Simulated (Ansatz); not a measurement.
# Y4S3N2 (C2/m): the gap up the ladder of methods, part 2 of 2

What gap does each level of theory give for Y4S3N2 (C2/m), and in what time?

Ansatz 0.2.0; density functionals, hybrids and G0W0, plane waves, PAW. Known limits of the many-body steps: finite bands, screening cutoff and k mesh; no spin-orbit coupling in G0W0.

So far. Step 11 (G0W0@HSE06, 4×4×2 mesh, 1048 empty bands, screening to …): Over 13 of 14 irreducible mesh points the G0W0 gap is 2.704 eV, from k = (-0.500, -0.500, -0.500) to k = (-0.500, -0.500, 0.000). The HSE06 gap of this run on the mesh is 2.335 eV. The two states that bound the G0W0 gap lie that far apart at the start, so the correction of the gap is 2.704 − 2.335 = +0.369 eV.

In doubt: masses and optical values from hybrid runs of this build are listed as unsure (step 11), which bears on the screening that GW takes from such a start.

**13. All levels together**

Each gap is the least one over the points named; times are wall times on shared hosts, not benchmarks. A G0W0 time includes the run's own self-consistent start. Runs with listed points see these and the mesh alone, so an edge that moves elsewhere is missed. Rows marked * are further runs, not shown as steps, whose inputs differ from the G0W0 step on the same start in the columns given; solver thresholds can differ too. Symmetry makes (-0.500, -0.500, 0.500) and (-0.500, -0.500, -0.500) one point.

| level | mesh | files, cutoff | bands summed, screening | points | gap (eV) | valence top | conduction bottom | least direct gap (eV) | time |
| --- | --- | --- | --- | --- | --- | --- | --- | --- | --- |
| LDA | 6×6×4 | soft_1 PAW, 420 eV | - | mesh and listed points | 1.340 | (-0.500, -0.500, 0.500) | (-0.500, -0.500, 0.000) | 1.379 | 6.7 s |
| PBEsol | 6×6×4 | soft_1 PAW, 420 eV | - | mesh and listed points | 1.365 | (-0.500, -0.500, 0.500) | (-0.500, -0.500, 0.000) | 1.404 | 11 s |
| PBE | 6×6×4 | soft_1 PAW, 420 eV | - | mesh and path | 1.428 | (-0.500, -0.500, 0.500) | (-0.500, -0.500, 0.000) | 1.468 | 19 s |
| PBE+SOC | 6×6×4 | soft_1 PAW, 420 eV | - | mesh and listed points | 1.428 | (-0.500, -0.500, 0.500) | (-0.500, -0.500, 0.000) | 1.468 | 14 s |
| r2SCAN | 6×6×4 | soft_1 PAW, 500 eV | - | mesh and listed points | 1.731 | (-0.500, -0.500, 0.500) | (-0.500, -0.500, 0.000) | 1.776 | 8.8 s |
| HSE06 | 4×4×2 | soft_1 PAW, 420 eV | - | mesh and listed points | 2.335 | (-0.500, -0.500, 0.500) | (-0.500, -0.500, 0.000) | 2.380 | 42 s |
| PBE0 | 4×4×2 | soft_1 PAW, 420 eV | - | mesh and listed points | 3.039 | (-0.500, -0.500, 0.500) | (-0.500, -0.500, 0.000) | 3.085 | 43 s |
| DDH-PBE0 | 4×4×2 | soft_1 PAW, 420 eV | - | mesh and listed points | 2.411 | (-0.500, -0.500, 0.500) | (-0.500, -0.500, 0.000) | 2.454 | 2 min |
| G0W0@PBE* | 4×4×2 | soft_1 PAW, 420 eV | 208, 54 eV | 12 of 14 irreducible mesh points | 2.051 | (-0.500, -0.500, -0.500) | (-0.500, -0.500, 0.000) | 2.103 | 31 s |
| G0W0@PBE* | 4×4×2 | soft_1 PAW, 420 eV | 523, 108 eV | 12 of 14 irreducible mesh points | 2.201 | (-0.500, -0.500, -0.500) | (-0.500, -0.500, 0.000) | 2.253 | 48 s |
| G0W0@PBE | 4×4×2 | soft_1 PAW, 420 eV | 1084, 180 eV | 12 of 14 irreducible mesh points | 2.314 | (-0.500, -0.500, -0.500) | (-0.500, -0.500, 0.000) | 2.367 | 91 s |
| G0W0@HSE06 | 4×4×2 | soft_1 PAW, 420 eV | 1084, 180 eV | 13 of 14 irreducible mesh points | 2.704 | (-0.500, -0.500, -0.500) | (-0.500, -0.500, 0.000) | 2.759 | 4.7 min |
| G0W0@r2SCAN | 4×4×2 | soft_1 PAW, 500 eV | 1084, 180 eV | 12 of 14 irreducible mesh points | 2.464 | (-0.500, -0.500, -0.500) | (-0.500, -0.500, 0.000) | 2.519 | 2.1 min |

**14. Results**

| Quantity | Value |
| --- | --- |
| LDA, over mesh and listed points | 1.340 eV |
| PBEsol, over mesh and listed points | 1.365 eV |
| PBE, over mesh and path | 1.428 eV |
| PBE+SOC, over mesh and listed points | 1.428 eV |
| r2SCAN, over mesh and listed points | 1.731 eV |
| HSE06, over mesh and listed points | 2.335 eV |
| PBE0, over mesh and listed points | 3.039 eV |
| DDH-PBE0, over mesh and listed points | 2.411 eV |
| G0W0@PBE (1084 bands, 4×4×2), over 12 of 14 irreducible mesh points | 2.314 eV |
| G0W0@HSE06, over 13 of 14 irreducible mesh points | 2.704 eV |
| G0W0@r2SCAN, over 12 of 14 irreducible mesh points | 2.464 eV |
| known limits | finite bands, screening cutoff and k mesh; no spin-orbit coupling in G0W0 |

The rows run from 1.340 eV (LDA) to 3.039 eV (PBE0). They differ in mesh, plane-wave cutoff, bands and screening cutoff of G0W0 and the points over which the gap was sought as well as in level, so only pairs that share these are like for like. PBEsol against LDA: 1.365 − 1.340 = +0.025 eV, with the same mesh, files and cutoff, and both edges at the same k points. PBE against PBEsol: 1.428 − 1.365 = +0.063 eV, with the same mesh, files and cutoff, and both edges at the same k points. PBE+SOC against PBE: 1.428 − 1.428 = +0.000 eV, with the same mesh, set of files (read in its fully relativistic form for the spin-orbit run) and cutoff, and both edges at the same k points. The spin-orbit run sees mesh and listed points alone, so its gap is an upper bound: the coupling can move an edge off these points, and the change over the zone, its sign included where it is small, is not known. PBE0 against HSE06: 3.039 − 2.335 = +0.704 eV, with the same mesh, files and cutoff, and both edges at the same k points. DDH-PBE0 against PBE0: 2.411 − 3.039 = −0.628 eV, with the same mesh, files and cutoff, and both edges at the same k points. G0W0@HSE06 against G0W0@PBE with 1084 bands: 2.704 − 2.314 = +0.390 eV, with the same mesh, files and cutoffs, and both edges at the same k points. The dielectric-dependent hybrid took 0.155 of exact exchange, against 0.25 in PBE0. G0W0@PBE (1084 bands, 4×4×2) moves the gap of its own start on the mesh by 2.314 − 1.429 = +0.885 eV, between the same two levels. Both edges that PBE shows over mesh and path lie at k points where levels were corrected. Levels at other points were not corrected, so a lower G0W0 gap elsewhere in the zone is not ruled out. G0W0@HSE06 moves the gap of its own start on the mesh by 2.704 − 2.335 = +0.369 eV, between the same two levels. Both edges that HSE06 shows over mesh and listed points lie at k points where levels were corrected. Levels at other points were not corrected, so a lower G0W0 gap elsewhere in the zone is not ruled out. G0W0@r2SCAN moves the gap of its own start on the mesh by 2.464 − 1.732 = +0.732 eV, between the same two levels. Both edges that r2SCAN shows over mesh and listed points lie at k points where levels were corrected. Levels at other points were not corrected, so a lower G0W0 gap elsewhere in the zone is not ruled out. What spin-orbit coupling does to the G0W0 levels was not computed, so no sum with the G0W0 gap is formed. For G0W0@PBE: from 208 bands and 54 eV to 1084 bands and 180 eV the gap moves by 2.314 − 2.051 = +0.263 eV (rung by rung 2.051, 2.201, 2.314 eV); bands and screening cutoff rise together, so their parts are not told apart. A line in one over the bands through the two highest rungs gives 2.314 + (2.314 − 2.201) × 523 / (1084 − 523) = 2.419 eV, and through the pair below 2.201 + (2.201 − 2.051) × 208 / (523 − 208) = 2.300 eV. The two differ by 0.119 eV, not under the 0.030 eV asked, so the law does not hold well over these rungs and the limit is not known. The other G0W0 rows are shown at one basis each (1084 bands), so their distance from the limit is not known here. The G0W0 runs are scalar-relativistic. No pair of G0W0 runs that differ in the mesh alone is shown (4×4×2 is a supercell whose nearest images lie 15 Å apart), so the error from the mesh is not known here. G0W0@PBE runs of this series with other atomic data on the same mesh, not shown as steps, give 2.366 eV (hard PAW, 870 eV, 1589 bands, screening to 234 eV); where bands and cutoffs differ too, the part of the files is not isolated.

[Runs of the session that timed out or met a known fault of the program may be left out.]

[Cells called generated may have been cut or substituted from an entry of the Crystallography Open Database or the Materials Project.]

[Hosts, paths, dates, database ids (printed as entryN), source tags and the programs' standing remarks are cut or masked in the printed files.]

[Where an RPA ε∞ is given, it is that of the G0W0 mesh and is not shown converged in it. Names of k-points follow the symmetry that the program found, which can be lower than the space group named. Band edges on a path are those of the sampled points; other points can move an edge, and change direct to indirect where valleys lie close.]

[Hybrid gaps are those of their k-mesh and are not shown converged in it.]
